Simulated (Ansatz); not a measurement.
# Gap against volume in random alloy of the diamond Si-C (dilute carbon) line, x = 0.0625 (64 atoms)

The cell holds 64 atoms: 4 C and 60 Si. Its edges and angles: a = 10.737 Å, b = 10.737 Å, c = 10.739 Å, α = 90.0°, β = 90.0°, γ = 89.9°. It derives from Si (diamond Si-C (dilute carbon)) and C, repeated 2×2×2. The starting structure: Diamond Si-C (dilute carbon): 64 atoms, 4 of 64 Si sites given to C at random, cell and internal coordinates interpolated linearly between the end members (Vegard's rule); not relaxed, displaced by a Gaussian of 0.02 Å. Lattice constants are starting values near those of PBE.

Calculated with Ansatz 0.2.0: Kohn-Sham DFT, revPBE, PAW (set soft_2), plane waves; cutoff 420 eV, Γ point, fixed occupations. The relaxed cell was scaled evenly and the atoms were relaxed at each volume. The gap is that between the highest filled and the lowest empty Kohn-Sham level on the run's k-points.

| volume (Å³/atom) | gap (eV) |
| --- | --- |
| 17.410 | 0.3255 |
| 18.183 | 0.3469 |
| 18.764 | ? |
| 19.344 | 0.4548 |
| 19.924 | 0.4726 |
| 20.505 | 0.4653 |

**Question.** Fit a straight line in ln V to the rows given and interpolate to the withheld row.

**Working.**

A volume deformation potential makes the spacing linear in u = ln(V/V0), with V0 = 19.344 Å³ the relaxed volume; v is the spacing.

| u = ln(V/V0) | v (eV) |
| --- | --- |
| -0.105360 | 0.3255 |
| -0.0618753 | 0.3469 |
| 0 | 0.4548 |
| 0.0295588 | 0.4726 |
| 0.0582693 | 0.4653 |

With n = 5: mean u = -0.0158814, mean v = 0.413020, Σ(u − ū)² = 0.017937, Σ(u − ū)(v − v̄) = 0.018120. Slope b = 0.018120 / 0.017937 = 1.0102; intercept a = v̄ − b ū = 0.42906.

At the withheld volume u = -0.03046, and v = a + b u.

Prediction at 18.764: 0.3983 eV. The run gave 0.4091 eV, so the fit is low by 0.011 eV (2.6 % of the value).

The rows follow a line only loosely (correlation 0.95 in size over all rows, under the 0.97 asked here), so the slope of +1.01 eV is a mean trend and no deformation potential. Among the rows given, the largest miss of the fit is at 19.344, by 0.026 eV (17 % of the range of the table).

Limits: The table spans 16 % in volume, wide for a linear law. Semilocal functionals tend to put gaps under measured ones. Only the Γ point is sampled. The mesh needn't hold the band edges.

[Hosts, paths, dates, database ids (printed as entryN), source tags and the programs' standing remarks are cut or masked in the printed files.]
